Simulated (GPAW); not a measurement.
Entries from a set of simulations; values are calculated unless marked as measured.

```
! title: KTlO2 (R-3m): G0W0 with GPAW, start to end
! method: DFT, LDA, plane waves, PAW (and 1 further level or step)
! program: GPAW 26.7.0
! settings: cutoff 600 eV, GPAW PAW setups 1.2.1 data release, 4×4×4 k-mesh, nbands 222
! cost: 3 runs, 5.3 min in all on 4 MPI ranks of Arm Neoverse V1, shared host
! notes: The cell and positions are those that the Materials Project relaxed with its own functionals (PBE, PBE+U or r2SCAN), kept fixed. Limits: no spin-orbit coupling.
! LDA gap: 0.89 eV, indirect
! G0W0 gap on the mesh: 1.81 eV
! GW settings: 4×4×4 mesh, 98 bands, screening to 78 eV, Godby-Needs plasmon pole
! known limits: short of the basis limit; no spin-orbit coupling
CELL_PARAMETERS angstrom
1.72676 0.99695 6.10224
-1.72676 0.99695 6.10224
0.00000 -1.99389 6.10224
ATOMIC_POSITIONS crystal
K 0.50000 0.50000 0.50000
Tl 0.00000 0.00000 0.00000
O 0.73208 0.73208 0.73208
O 0.26792 0.26792 0.26792
```

[Long decimals in the printed logs are rounded to 6 places.]

[Logs are printed without paths, hosts, clocks, repeated set-up lines and the standing remarks that a program may print on its own settings, such as how far it seeks lower states.]

[Paths, hosts, dates, memory and timing lines, banners, echoed tables and standing remarks are left out of the program output; an Ansatz launch command may be rebuilt from the run's recorded settings. Measured values are a selection of at most five: reports struck by readers or far from the other reports are left out. None is set beside runs whose start may be inverted or whose files or cutoffs have a known fault.]

[Runs of the session that timed out or met a known fault of the program may be left out.]

[Hosts, paths, dates, database ids (printed as entryN), source tags and the programs' standing remarks are cut or masked in the printed files.]

[Where the starting crystal was built by hand or by swapping elements, it need not be the compound's stable phase.]
